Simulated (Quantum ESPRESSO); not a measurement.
## PbS (Galena): zone-centre phonons

Aim: the zone-centre modes of PbS (Galena).

Method: DFT PBE, scalar-relativistic, plane waves, PseudoDojo norm-conserving pseudopotentials, in Quantum ESPRESSO 7.5.

The database entry behind the starting cell differs from later determinations by our own check (about 0.1 % short), so it need not match the best structure at ambient conditions.

### 1. Set-up

The structure is cubic, space group Fm-3m (No. 225). Conventional cell: a = 5.931 Å, b = 5.931 Å, c = 5.931 Å, α = 90.00°, β = 90.00°, γ = 90.00°. Nearest to Pb lie 6 S at 2.97 Å. S has 6 Pb at 2.97 Å nearest. Farther neighbours and most contacts between anions are not listed.

### 2. A first look

Before anything dear is run, a loose run with smearing shows whether this is a metal and how far the cell is from rest.

The input, probe.in:

```
&CONTROL
  calculation = 'scf'
  prefix      = 'x'
  outdir      = './tmp'
  pseudo_dir  = './pseudo'
  tprnfor     = .true.
  tstress     = .true.
  verbosity   = 'high'
/
&SYSTEM
  ibrav       = 2
  celldm(1)   = 11.20891051
  nat         = 2
  ntyp        = 2
  ecutwfc     = 68.0
  occupations = 'smearing'
  smearing    = 'gaussian'
  degauss     = 0.01
/
&ELECTRONS
  conv_thr         = 1.0d-07
  mixing_beta      = 0.7
  electron_maxstep = 100
/
ATOMIC_SPECIES
 Pb    207.2000  Pb.upf
 S      32.0600  S.upf
ATOMIC_POSITIONS crystal
 Pb     0.000000000   0.000000000   0.000000000
 S      0.500000000   0.500000000   0.500000000
K_POINTS automatic
 6 6 6 0 0 0
```

Command:

```console
$ OMP_NUM_THREADS=1 mpirun -n 4 pw.x -nk 4 -in probe.in > probe.out
```

Planned after this: relaxing the cell and atoms; ground state; zone-centre response; modes with the sum rule; A frozen mode; modes along a direction of q (1 0 0); self-consistent run for the response, volume × 0.94; linear response at Γ, volume × 0.94; self-consistent run for the response, volume × 0.97; linear response at Γ, volume × 0.97; ground state, volume × 1.03; zone-centre response, volume × 1.03; ground state, volume × 1.06; linear response at Γ, volume × 1.06. Settings of the main run: cutoff 68 Ry, 12×12×12 k-mesh, fixed occupations, response threshold 1.00e-18, field response on, q point (0, 0, 0).

**Question.** What will these runs give for the mean static dielectric constant?

At the PBE level the optical modes of PbS (Galena) at the zone centre (no LO-TO term) lie at 49 cm⁻¹. Along the directions run, the highest mode that the macroscopic field moves lies at 202 cm⁻¹. Lattice motion raises the mean dielectric constant from 16.07 to 273.3.

```
volume per atom                                                                         : 27.1 Å³
gap on the k-mesh                                                                       : 0.504 eV
highest optical zone-centre mode (no LO-TO term)                                        : 49.0 cm⁻¹
highest mode moved by the LO-TO term (probably not converged in the k mesh)             : 201.9 cm⁻¹
mean high-frequency dielectric constant (probably not converged in the k mesh)          : 16.1
largest Born charge in size (third of the trace) (probably not converged in the k mesh) : 4.34 e
mean static dielectric constant (probably not converged in the k mesh)                  : 273.3
imaginary optical modes at the zone centre (no q mesh in this session)                  : none
```

ε∞, the Born charges and what follows from them are probably not converged in the k mesh. The Lyddane-Sachs-Teller relation holds: (ωLO/ωTO)² is 17.01 and ε₀/ε∞ is 17.01. These are harmonic frequencies at zero temperature: anharmonic shifts and linewidths and thermal expansion are left out. Spin-orbit coupling is left out, which can matter for the heavy elements here.

[Host names and launcher messages were left out of these logs when they were recorded.]

[Logs are printed without paths, hosts, clocks, repeated set-up lines and the standing remarks that a program may print on its own settings, such as how far it seeks lower states.]

[Hosts, paths, dates, database ids (printed as entryN), source tags and the programs' standing remarks are cut or masked in the printed files.]
